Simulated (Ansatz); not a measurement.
# Convergence of a linear-scaling basis for random alloy of the monolayer 2H MoS2-WS2 line, x = 0.12 (75 atoms), part 2 of 2

Aim: test how closely localised support functions follow the reference on random alloy of the monolayer 2H MoS2-WS2 line, x = 0.12 (75 atoms), and at what cost. A setting counts as converged where the r.m.s. difference of forces stays under 1 % of the r.m.s. force.

Ansatz 0.2.0; Kohn-Sham DFT, PBE, PAW (set soft_2), plane waves.

The cell: 22 Mo, 50 S and 3 W. The host structure and its lattice constant were typed by rule, without a check against the phase diagram. Beside vacuum, support functions can miss their usual error bounds without a warning. Sampling is at Γ alone, for a cell whose shortest periodic width is 14 Å. No spin–orbit coupling is included.

So far. Step 12 (Support functions medium, radius 6.29 Å): Forces differ from the reference by 0.15 meV/Å r.m.s., 0.039 % of their size, well within a tolerance of 1 %; the energy by +0.10 meV/atom. It took 5.0 times the reference's time (shared host, so rough).

## 15. The first run in detail

The first run, on the default basis, asked for the full analyses, so its electronic structure is set out here.

Length of the force by element and coordination:

| element | coordination | atoms | mean length of the force (eV/Å) | spread | least | most |
| --- | --- | --- | --- | --- | --- | --- |
| Mo | all | 22 | 0.851 | 0.293 | 0.291 | 1.48 |
| S | all | 50 | 0.447 | 0.189 | 0.167 | 1.01 |
| W | all | 3 | 0.982 | 0.191 | 0.722 | 1.18 |

Löwdin charges by element and coordination (they lack the spilled electrons, 0.069 e an atom on average):

| element | coordination | atoms | mean charge (e) | spread | least | most |
| --- | --- | --- | --- | --- | --- | --- |
| Mo | all | 22 | 0.326 | 0.0085 | 0.305 | 0.345 |
| S | all | 50 | -0.0729 | 0.0117 | -0.0928 | -0.0364 |
| W | all | 3 | 0.537 | 0.0047 | 0.530 | 0.541 |

Density of states as counts of states in windows of 0.5 eV (from the Fermi level), total and the larger projections:

| from (eV) | to (eV) | total | S p | Mo d | W d |
| --- | --- | --- | --- | --- | --- |
| -10 | -6 | 0.0 | 0.0 | 0.0 | 0.0 |
| -6 | -5.5 | 11.3 | 6.8 | 2.7 | 0.4 |
| -5.5 | -5 | 42.8 | 26.2 | 11.6 | 1.9 |
| -5 | -4.5 | 16.2 | 10.8 | 4.0 | 0.5 |
| -4.5 | -4 | 20.0 | 12.6 | 5.5 | 0.8 |
| -4 | -3.5 | 41.4 | 23.3 | 10.7 | 1.3 |
| -3.5 | -3 | 41.0 | 26.5 | 11.4 | 1.5 |
| -3 | -2.5 | 24.6 | 16.2 | 6.5 | 0.8 |
| -2.5 | -2 | 30.9 | 16.8 | 11.8 | 1.4 |
| -2 | -1.5 | 32.4 | 23.5 | 6.4 | 0.8 |
| -1.5 | -1 | 37.8 | 31.8 | 4.2 | 0.5 |
| -1 | -0.5 | 26.5 | 8.5 | 14.8 | 1.7 |
| -0.5 | 0 | 23.5 | 6.4 | 14.5 | 1.8 |
| 0 | 0.5 | 1.4 | 0.5 | 0.7 | 0.1 |
| 0.5 | 1.5 | 0.0 | 0.0 | 0.0 | 0.0 |
| 1.5 | 2 | 6.0 | 1.8 | 3.7 | 0.1 |
| 2 | 2.5 | 46.7 | 14.3 | 28.1 | 2.0 |
| 2.5 | 3 | 56.3 | 18.8 | 28.7 | 4.6 |

The curve was stored every 0.10 eV, coarse against its broadening of 0.08 eV, so these counts are rough.

With fixed occupations the program's Fermi level is the highest filled level; weight inside the gap is the broadening of levels at its edges.

Between -26 and -10 eV lie 100 more states.

The levels nearest the highest filled one (over half full), pooled over k-points and spins:

| level less the highest filled one (eV) | occupation |
| --- | --- |
| -0.246 | 2 |
| -0.239 | 2 |
| -0.209 | 2 |
| -0.202 | 2 |
| -0.182 | 2 |
| 0 | 2 |
| 1.94 | 0 |
| 1.96 | 0 |
| 1.97 | 0 |
| 1.98 | 0 |
| 2.01 | 0 |
| 2.01 | 0 |

Planar average of the electrostatic potential energy along the normal, with the Fermi level as zero, after a running mean with a triangular window 4 Å wide at its base:

| height (Å) | potential energy (eV) |
| --- | --- |
| 0.0 | 5.93 |
| 0.6 | 5.93 |
| 1.0 | 5.92 |
| 1.6 | 5.92 |
| 2.1 | 5.92 |
| 2.7 | 5.92 |
| 3.1 | 5.92 |
| 3.7 | 5.92 |
| 4.1 | 5.91 |
| 4.7 | 5.85 |
| 5.2 | 5.62 |
| 5.8 | 4.58 |
| 6.4 | 2.48 |
| 6.8 | 0.28 |
| 7.4 | -3.45 |
| 7.8 | -6.26 |
| 8.4 | -9.16 |
| 8.9 | -10.67 |
| 9.5 | -10.97 |
| 9.9 | -9.76 |
| 10.5 | -7.12 |
| 11.0 | -4.46 |
| 11.5 | -0.61 |
| 12.0 | 1.79 |
| 12.6 | 4.14 |
| 13.2 | 5.45 |
| 13.6 | 5.81 |
| 14.2 | 5.91 |
| 14.7 | 5.92 |
| 15.2 | 5.92 |
| 15.7 | 5.93 |
| 16.3 | 5.93 |
| 16.7 | 5.93 |
| 17.3 | 5.93 |
| 17.8 | 5.93 |
| 18.4 | 5.93 |

ELF in the ca plane at fractional y = 0.400, with atoms of W and Mo within 0.2 Å of it. It is the smooth field of the valence electrons, not physical close to the nuclei.

Ten even steps from '0' (0.00) to '9' (0.79), each cell a mean:
```
00000000000000001233576634310000000000000000
00000000000000247887433368886310000000000000
00000000000001379999633479998520000000000000
00000000000000024675366436642100000000000000
00000000000000000122776842100000000000000000
00000000000000002343478634421000000000000000
00000000000000258998533379986310000000000000
00000000000000268998533479997410000000000000
00000000000000012454477535431000000000000000
00000000000000000122763842100000000000000000
00000000000000013465456445532000000000000000
00000000000000368999633479997410000000000000
00000000000000257898533368875200000000000000
00000000000000001343578633310000000000000000
00000000000000000122776842100000000000000000
00000000000000024675355446653100000000000000
00000000000001369999633479997410000000000000
00000000000000147887433357875200000000000000
00000000000000001233587732210000000000000000
00000000000000000123687832210000000000000000
00000000000000135786444357764200000000000000
00000000000001369999643589997410000000000000
00000000000000125676445347653100000000000000
00000000000000000123664732200000000000000000
```
Columns run along c (18.5 Å), rows up along a (15.9 Å). Atoms in or near the plane, at fractional coordinates: W at (0.50, 0.00), Mo at (0.50, 0.20), Mo at (0.50, 0.40), W at (0.50, 0.60), Mo at (0.50, 0.80).

Electrostatic potential energy in the ca plane at fractional y = 0.400, with atoms of W and Mo within 0.2 Å of it. With pseudopotentials it is smooth inside the atoms' cores, unlike the true potential.

Values in eV, 13 rows by 16 columns, each cell a mean:
```
  5   5   5   5   5   5   0 -17 -21  -1   4   5   5   5   5   5
  5   5   5   5   5   4  -4  -6  -7  -3   4   5   5   5   5   5
  5   5   5   5   5   5   3 -27 -32   1   5   5   5   5   5   5
  5   5   5   5   5   4  -2  -6  -8  -3   4   5   5   5   5   5
  5   5   5   5   5   5   0 -17 -21  -1   4   5   5   5   5   5
  5   5   5   5   5   5   2 -21 -26   1   5   5   5   5   5   5
  5   5   5   5   5   4  -4  -3  -3  -3   4   5   5   5   5   5
  5   5   5   5   5   5   2 -26 -30   1   5   5   5   5   5   5
  5   5   5   5   5   5  -1 -12 -13  -1   4   5   5   5   5   5
  5   5   5   5   5   5  -2 -10 -12  -1   4   5   5   5   5   5
  5   5   5   5   5   5   2 -25 -31   1   5   5   5   5   5   5
  5   5   5   5   5   4  -3  -4  -4  -3   4   5   5   5   5   5
  5   5   5   5   5   5   2 -22 -26   1   5   5   5   5   5   5
```
Columns run along c (18.5 Å; values clipped at the 3rd and 97th percentile), rows up along a (15.9 Å). Atoms in or near the plane, at fractional coordinates: W at (0.50, 0.00), Mo at (0.50, 0.20), Mo at (0.50, 0.40), W at (0.50, 0.60), Mo at (0.50, 0.80).

Mean Löwdin charges: Mo +0.33, S -0.07, W +0.54 e (they miss 0.79 % of the electrons, so they add up to more than the cell's charge). The largest share in the top eV of filled states is Mo d (60 % of the projected weight), and in the lowest eV of empty states Mo d (57 % of the projected weight). The potential stands 5.93 eV above the highest filled level over the upper face and 5.92 eV under the lower one, which reads the ionisation potential at this level (an upper bound, if the band top lies off the mesh).

## 16. Distances and neighbours

Bonds and neighbours are counted at the geometry of the runs.

Normalised to the volume that the atoms fill. Pair distribution functions g(r), in bins of 0.2 Å:

| r (Å) | total | S-S | S-Mo | S-W | Mo-Mo | Mo-W | W-W |
| --- | --- | --- | --- | --- | --- | --- | --- |
| 2.30 | 1.31 | 0.00 | 3.00 | 2.68 | 0.00 | 0.00 | 0.00 |
| 2.50 | 2.84 | 0.00 | 6.35 | 6.60 | 0.00 | 0.00 | 0.00 |
| 2.70 | 0.00 | 0.00 | 0.00 | 0.00 | 0.00 | 0.00 | 0.00 |
| 2.90 | 0.00 | 0.00 | 0.00 | 0.00 | 0.00 | 0.00 | 0.00 |
| 3.10 | 3.24 | 5.08 | 0.00 | 0.00 | 8.60 | 10.25 | 0.00 |
| 3.30 | 0.76 | 1.22 | 0.00 | 0.00 | 1.99 | 1.99 | 0.00 |
| 3.50 | 0.00 | 0.00 | 0.00 | 0.00 | 0.00 | 0.00 | 0.00 |
| 3.70 | 0.00 | 0.00 | 0.00 | 0.00 | 0.00 | 0.00 | 0.00 |
| 3.90 | 0.91 | 0.00 | 2.06 | 1.92 | 0.00 | 0.00 | 0.00 |
| 4.10 | 0.60 | 0.00 | 1.34 | 1.50 | 0.00 | 0.00 | 0.00 |
| 4.30 | 0.01 | 0.02 | 0.00 | 0.00 | 0.00 | 0.00 | 0.00 |
| 4.50 | 1.21 | 2.71 | 0.00 | 0.00 | 0.00 | 0.00 | 0.00 |
| 4.70 | 0.00 | 0.00 | 0.00 | 0.00 | 0.00 | 0.00 | 0.00 |
| 4.90 | 0.00 | 0.00 | 0.00 | 0.00 | 0.00 | 0.00 | 0.00 |
| 5.10 | 1.86 | 0.00 | 4.18 | 4.19 | 0.00 | 0.00 | 0.00 |
| 5.30 | 0.00 | 0.00 | 0.00 | 0.00 | 0.00 | 0.00 | 0.00 |
| 5.50 | 1.20 | 1.79 | 0.00 | 0.00 | 3.58 | 3.62 | 3.37 |
| 5.70 | 0.00 | 0.00 | 0.00 | 0.00 | 0.00 | 0.00 | 0.00 |
| 5.90 | 0.00 | 0.00 | 0.00 | 0.00 | 0.00 | 0.00 | 0.00 |
| 6.10 | 0.00 | 0.00 | 0.00 | 0.00 | 0.00 | 0.00 | 0.00 |
| 6.30 | 1.43 | 2.59 | 0.00 | 0.00 | 2.50 | 2.38 | 2.52 |
| 6.50 | 0.07 | 0.11 | 0.00 | 0.00 | 0.18 | 0.33 | 0.00 |
| 6.70 | 0.47 | 0.00 | 1.07 | 1.05 | 0.00 | 0.00 | 0.00 |
| 6.90 | 0.57 | 0.00 | 1.28 | 1.29 | 0.00 | 0.00 | 0.00 |
| 7.10 | 0.48 | 1.08 | 0.00 | 0.00 | 0.00 | 0.00 | 0.00 |
| 7.30 | 0.00 | 0.00 | 0.00 | 0.00 | 0.00 | 0.00 | 0.00 |
| 7.50 | 0.43 | 0.00 | 0.96 | 0.97 | 0.00 | 0.00 | 0.00 |
| 7.70 | 0.00 | 0.00 | 0.00 | 0.00 | 0.00 | 0.00 | 0.00 |

Bonds by pair of elements; cutoffs follow the first minimum of g(r), held within bounds set by covalent radii, and pairs that aren't listed don't count as bonded:

| pair A-B | cutoff (Å) | bonds | mean length (Å) | spread (Å) | shortest (Å) | B about A | A about B |
| --- | --- | --- | --- | --- | --- | --- | --- |
| S-Mo | 3.03 | 132 | 2.41 | 0.025 | 2.35 | 2.64 | 6 |
| S-W | 3.12 | 18 | 2.42 | 0.027 | 2.37 | 0.36 | 6 |

How many atoms have how many bonded neighbours:

| element | mean | 3 | 6 |
| --- | --- | --- | --- |
| Mo | 6 | 0 | 22 |
| S | 3 | 50 | 0 |
| W | 6 | 0 | 3 |

First main peaks of g(r), for some of the pairs, lie near 3.17 Å (S-S), 2.41 Å (S-Mo), 2.42 Å (S-W), 3.18 Å (Mo-Mo) and 3.18 Å (Mo-W). Counting bonds as in the table, all Mo atoms have 6, all S atoms have 3 and all W atoms have 6 bonded neighbours.

Local excerpt of 13 atoms (numbers count through the whole input) about Mo58, which bears the longest force; x, y, z are measured from there.

| atom | x | y | z | distance (Å) | bonds | Löwdin charge (e) | Fx | Fy | Fz (eV/Å) |
| --- | --- | --- | --- | --- | --- | --- | --- | --- | --- |
| Mo58 | 0.00 | 0.00 | 0.00 | 0.00 | 6 | 0.33 | -0.30 | -1.44 | 0.20 |
| S60 | 1.57 | 0.88 | -1.57 | 2.38 | 3 | -0.08 | 0.36 | -0.04 | 0.15 |
| S44 | -1.59 | 0.86 | 1.56 | 2.39 | 3 | -0.06 | -0.10 | 0.26 | 0.04 |
| S59 | 1.57 | 0.86 | 1.60 | 2.40 | 3 | -0.08 | 0.10 | 0.18 | -0.19 |
| S45 | -1.63 | 0.88 | -1.54 | 2.41 | 3 | -0.05 | 0.55 | 0.07 | -0.62 |
| S42 | 0.02 | -1.92 | -1.54 | 2.46 | 3 | -0.08 | -0.49 | 0.56 | -0.05 |
| S41 | -0.02 | -1.90 | 1.60 | 2.48 | 3 | -0.09 | -0.09 | 0.41 | -0.51 |
| Mo61 | 1.55 | 2.71 | 0.01 | 3.12 | 6 | 0.33 | 0.93 | -0.09 | -0.13 |
| Mo46 | -1.62 | 2.71 | -0.02 | 3.16 | 6 | 0.33 | 0.15 | 0.09 | 0.78 |
| Mo43 | -3.17 | -0.04 | -0.02 | 3.17 | 6 | 0.32 | -0.75 | -0.32 | 0.97 |
| W73 | 3.17 | -0.06 | 0.03 | 3.18 | 6 | 0.54 | -0.12 | 0.52 | -1.05 |
| Mo55 | 1.58 | -2.81 | 0.01 | 3.22 | 6 | 0.32 | 0.26 | 0.17 | -0.21 |
| Mo40 | -1.64 | -2.78 | 0.01 | 3.23 | 6 | 0.35 | 0.64 | -0.60 | 0.08 |

## 17. What came out

| Item | Value |
| --- | --- |
| free energy per atom | -2471.4083 eV/atom |
| r.m.s. force component | 0.3806 eV/Å |
| gap (highest filled to lowest empty level) | 1.939 eV |
| potential in mid-vacuum, over the Fermi level | 5.925 eV |
| wall time of the 11 DFT runs | 53 min |

In words: Against plane waves at 750 eV, the forces differ by 0.13 meV/Å (0.034 %) with support functions medium, and by 0.036 meV/Å in the closest run (support functions high). At 75 atoms the fastest of the runs at a preset level, support functions low, takes 1.4 times the time of plane waves, in 13 SCF cycles against 13. Differences between support functions and plane waves include what basis error the plane-wave run still has. As the radius goes from 4.07 to 6.29 Å, the force difference goes from 0.14 to 0.15 meV/Å (not steadily; the least is 0.10 at 4.7 Å), and the time from 3.3 min to 10 min.

Between filled and empty levels lie 1.94 eV at Γ alone; the mesh holds the band edges only if they fold onto it, so the gap at this level can be narrower or closed, and states at the surface or the caps may set it. The potential stands 5.93 eV above the highest filled level over the upper face and 5.92 eV under the lower one, which reads the ionisation potential at this level (an upper bound, if the band top lies off the mesh). Counting bonds as in the table, all Mo atoms have 6, all S atoms have 3 and all W atoms have 6 bonded neighbours.

**Limits.** The geometry was built by rule, was displaced at random and isn't relaxed at this level: its force components are 0.38 eV/Å r.m.s.

[Long decimals in the printed logs are rounded to 6 places.]

[Logs are printed without paths, hosts, clocks, repeated set-up lines and the standing remarks that a program may print on its own settings, such as how far it seeks lower states.]

[Hosts, paths, dates, database ids (printed as entryN), source tags and the programs' standing remarks are cut or masked in the printed files.]
